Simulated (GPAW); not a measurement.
# Core-hole calculation of the Zr L₃ edge in ZrS (Fm-3m), part 3 of 3

Aim: the near-edge shape at the Zr L₃ edge of ZrS (Fm-3m), and what the core hole does to it.

GPAW 26.7.0; X-ray absorption from dipole matrix elements to empty bands, plane-wave PAW LDA.

So far. Step 3 (Spectrum without a core hole, Zr atom 1): Main maxima below 30 eV (height): 1.8 eV (3.51), 8.2 eV (1.00), 17.8 eV (0.65) and 29.6 eV (0.66). At an L edge the dipole rule selects empty d (and weakly s) states on the absorber, and the strong line at the onset measures the empty part of its d band. Step 5 (Spectrum with XCH, Zr atom 1): Main maxima below 30 eV (height): 1.0 eV (4.29), 7.8 eV (0.97), 17.6 eV (0.64) and 29.2 eV (0.69). 

The database entry behind the starting cell differs from later determinations by our own check (an axis about 1.9 % long against later determinations), so it need not match the best structure at ambient conditions.

## 7. Spectrum with XCH, Zr atom 1

A smaller cell brings the holes closer; here they are 3.7 Å apart.

Changed against the first core-hole run: supercell atoms from 16 to 2; the field's mesh follows (4×4×4 to 8×8×8).

The input, xas.py:

```python
import numpy as np
from ase import Atoms
from ase.parallel import parprint, paropen
from gpaw import GPAW, PW, FermiDirac, Mixer, MixerDif, setup_paths
from gpaw.test import gen
setup_paths.insert(0, '.')
gen('Zr', name='fch2p', xcname='LDA', corehole=(2, 1, 1), write_xml=True)
from gpaw.mpi import world
world.barrier()

atoms = Atoms('ZrS',
    cell=[[0, 2.625, 2.625],
     [2.625, 0, 2.625],
     [2.625, 2.625, 0]],
    scaled_positions=[[0, 0, 0],
     [0.5, 0.5, 0.5]],
    pbc=True)
atoms.calc = calc = GPAW(legacy_gpaw=True, mode=PW(430), xc='LDA', setups={0: 'fch2p'},
    kpts={'size': (8, 8, 8), 'gamma': True}, occupations=FermiDirac(0.1),
    charge=-1, mixer=Mixer(0.1, 5, 50), maxiter=150,
    convergence={'density': 0.0001}, txt='scf.txt')
energy = atoms.get_potential_energy() + calc.get_reference_energy()
ef = calc.get_fermi_level()
out = dict(energy=energy, fermi=ef, forces=atoms.get_forces().tolist())
parprint(f'all-electron energy {energy:.4f} eV, Fermi level {ef:.4f} eV')
ev = np.array([[calc.get_eigenvalues(k, s) for k in range(len(calc.get_ibz_k_points()))] for s in range(calc.get_number_of_spins())])
out['homo'], out['lumo'], out['counts'] = ev[ev < ef].max(), ev[ev > ef].min(), sorted(set((ev < ef).sum((0, 2)).tolist()))
out['filled'] = (ev[:, 0] < ef).sum(1).tolist()

from ase.units import Ha
from gpaw.xas import dipole_matrix_elements
nb = int(calc.get_number_of_electrons() / 2) + 30
top = nb
nscf = calc.fixed_density(kpts={'size': (8, 8, 8), 'gamma': True},
    convergence={'eigenstates': 1.0}, txt='nscf.txt')
nscf.diagonalize_full_hamiltonian(nbands=nb)
cell = atoms.cell.array
ops = [cell.T @ U.T @ np.linalg.inv(cell.T) for U in nscf.wfs.kd.symmetry.op_scc]
E = np.arange(-6, 34, 0.1)
fwhm = np.interp(E, [4, 25], [1.57, 3.5])
Y, X, zero, highest = 0, 0, 1e9, 1e9
for spin in range(nscf.get_number_of_spins()):
    wfs = nscf.wfs
    A = dipole_matrix_elements(wfs.setups[0])
    eps = np.zeros((wfs.kd.nibzkpts, nb))
    d = np.zeros((3, A.shape[1], wfs.kd.nibzkpts, nb), complex)
    for kpt in wfs.kpt_u:
        if kpt.s == spin and 0 in kpt.P_ani:
            eps[kpt.k] = kpt.eps_n * Ha
            d[:, :, kpt.k] = (kpt.weight * wfs.nspins / 2) ** 0.5 * np.inner(A, kpt.P_ani[0])
    world.sum(eps)
    world.sum(d)
    T = np.einsum('amkn,bmkn->abkn', d, d.conj()).real
    T = sum(np.einsum('ai,ijkn,bj->abkn', R, T, R) for R in ops) / len(ops)
    empty = eps > ef
    zero, highest = min(zero, eps[empty].min()), min(highest, eps[:, top - 1].min())
    lines = [(eps, T, empty)] if spin == 0 else lines + [(eps, T, empty)]
for eps, T, empty in lines:
    f = np.einsum('aakn->akn', T).reshape(3, -1)
    x = eps.ravel() - zero
    w = np.interp(x, E, fwhm) / 2.35482
    g = np.exp(-0.5 * ((E[:, None] - x) / w) ** 2) / (w * (2 * np.pi) ** 0.5)
    Y = Y + (f * empty.ravel()) @ g.T
    X = X + (f * ~empty.ravel()) @ g.T
out.update(E=E.round(2).tolist(), xas=Y.tolist(), xes=X.tolist(), zero=zero, valid=highest - zero, nk=len(eps), nb=nb)
for i in range(0, len(E), 10):
    parprint(f'{E[i]:7.2f}', *(f'{v:10.3e}' for v in Y[:, i]))
import json
with paropen('out.json', 'w') as f:
    json.dump(out, f)
```

The run is started by

```bash
OMP_NUM_THREADS=1 mpirun -n 4 gpaw python xas.py
```

Numbers of over 12 decimals in the logs are rounded to 6 here.

Log:

```text
Input parameters:
  charge: -1
  convergence: {density: 0.0001}
  kpts: {gamma: True,
         size: (8, 8, 8)}
  maxiter: 150
  mixer: {backend: pulay,
          beta: 0.1,
          method: separate,
          nmaxold: 5,
          weight: 50}
  mode: {ecut: 430.0,
         name: pw}
  occupations: {fixmagmom: False,
                name: fermi-dirac,
                width: 0.1}
  setups: {0: fch2p}

Initialize ...

[...]
*d    :     0.473442
--------------------------------

Diagonalizing with gridspacing h=0.050

state   all-electron     PAW
-------------------------------
4s:      -2.562275    -2.562766
4p:      -1.713640    -1.714321
4d:      -0.526558    -0.527181
*f:                   -0.033204
-------------------------------
all-electron energy -106385.8962 eV, Fermi level 10.1741 eV
[...]
32.00  1.012e-05  1.012e-05  1.012e-05
  33.00  9.580e-06  9.580e-06  9.580e-06
[key lines of the parts left out:]
Converged after 13 iterations.
Dipole moment: (0.000000, -0.000000, -0.000000) |e|*Ang
Free energy:    -26.149262
Fermi level: 10.17410
```

It took 16 s on 4 MPI ranks of Arm Neoverse V1, shared host; peak memory 0.23 GiB; 62 s of CPU time.

These settings depart from the first run's and aren't meant as converged.

The scaled spectrum changes by 7 % r.m.s. The highest intensity below 24 eV goes from 1.0 eV (4.29) to 0.8 eV (4.62).

```
E (eV)  first run  this run
  -2.0       0.01      0.01
  -0.5       1.25      1.32
   1.0       4.29      4.56
   2.5       1.97      1.82
   4.0       0.66      0.76
   5.5       0.58      0.47
   7.0       0.86      0.78
   8.5       0.90      0.99
  10.0       0.69      0.69
  11.5       0.54      0.49
  13.0       0.36      0.37
  14.5       0.41      0.43
  16.0       0.58      0.55
  17.5       0.64      0.63
  19.0       0.56      0.55
  20.5       0.42      0.41
  22.0       0.44      0.43
  23.5       0.49      0.49
  25.0       0.47      0.46
  26.5       0.53      0.50
  28.0       0.65      0.65
  29.5       0.69      0.74
  31.0       0.58      0.64
```

## 8. What the core hole does

Both curves are counted from their own zero, so only the shift of weight within the empty states shows.

```
E (eV)  no hole   XCH
  -2.0     0.00  0.01
  -1.0     0.14  0.37
   0.0     1.14  2.65
   1.0     2.84  4.29
   2.0     3.42  2.83
   3.0     1.98  1.33
   4.0     1.00  0.66
   5.0     0.72  0.59
   6.0     0.72  0.60
   7.0     0.82  0.86
   8.0     1.00  0.96
   9.0     0.91  0.81
  10.0     0.77  0.69
  11.0     0.69  0.61
  12.0     0.52  0.45
  13.0     0.39  0.36
  14.0     0.37  0.37
  15.0     0.45  0.47
  16.0     0.56  0.58
  17.0     0.63  0.64
  18.0     0.65  0.64
  19.0     0.58  0.56
  20.0     0.47  0.45
  21.0     0.40  0.41
  22.0     0.42  0.44
  23.0     0.46  0.48
  24.0     0.47  0.48
  25.0     0.45  0.47
  26.0     0.46  0.49
  27.0     0.51  0.57
  28.0     0.59  0.65
  29.0     0.65  0.69
  30.0     0.65  0.66
  31.0     0.59  0.58
```

With each curve scaled to its own mean, the area from −2 to 6 eV with the hole is 13.0 against 11.6, and the centre of weight from −1 to 20 eV moves by -0.7 eV (first and strongest maxima below 20 eV: 1.8 eV (3.51), 8.2 eV (1.00) and 17.8 eV (0.65) without the hole, 1.0 eV (4.29), 7.8 eV (0.97) and 17.6 eV (0.64) with it); the shape changes all the same, by 39 % r.m.s.

## 9. Results

* absorber and edge: Zr L₃, atom 1 of the ground-state input (counted from 1)
* surroundings: 6 S at 2.62 Å (octahedral, site symmetry m-3m)
* highest intensity below 24 eV: 1.0 eV above the zero, height 4.29

In words: The Zr L₃ edge of atom 1, with 6 S at 2.62 Å (octahedral, site symmetry m-3m), has its highest intensity of the first 24 eV at 1.0 eV above the zero, 4.3 times the mean level of the first 20 eV (Gaussian full width 1.57 eV up to 4 eV, rising linearly to 3.5 eV at 25 eV). With each curve scaled to its own mean, the area from −2 to 6 eV with the hole is 13.0 against 11.6, and the centre of weight from −1 to 20 eV moves by -0.7 eV (first and strongest maxima below 20 eV: 1.8 eV (3.51), 8.2 eV (1.00) and 17.8 eV (0.65) without the hole, 1.0 eV (4.29), 7.8 eV (0.97) and 17.6 eV (0.64) with it); the shape changes all the same, by 39 % r.m.s. A cell with holes 3.7 Å apart changes the curve by 7 % r.m.s. (7 % after the best shift). 1 further run of this session is left out of this account as redundant. Only the L₃ part is meant: spin–orbit coupling of the core level isn't computed and the L₂ copy isn't added. The script folds with a Gaussian, whereas the core hole's own line is a Lorentzian, so the onset is too steep and the first peak too high. The unit cell's mesh shows no gap over 0.35 eV. That is right for a metallic compound; for a small-gap or correlated insulator it would be the fault of the functional or of the assumed magnetic order, and the hole would be screened too well. The structure is a published determination, not relaxed.

[Banner, clock and machine lines of the logs are left out without a mark of their own.]

[Logs are printed without paths, hosts, clocks, repeated set-up lines and the standing remarks that a program may print on its own settings, such as how far it seeks lower states.]

[Hosts, paths, dates, database ids (printed as entryN), source tags and the programs' standing remarks are cut or masked in the printed files.]

[Lists of maxima count a maximum above −3 eV only where it reaches 4 % of the highest in the window and stands out from its surroundings by 2 % of it (1.5 % where it reaches 55 %); shoulders and weaker maxima are passed over, and of the rest the first, up to two pre-edge ones and the few strongest are named.]
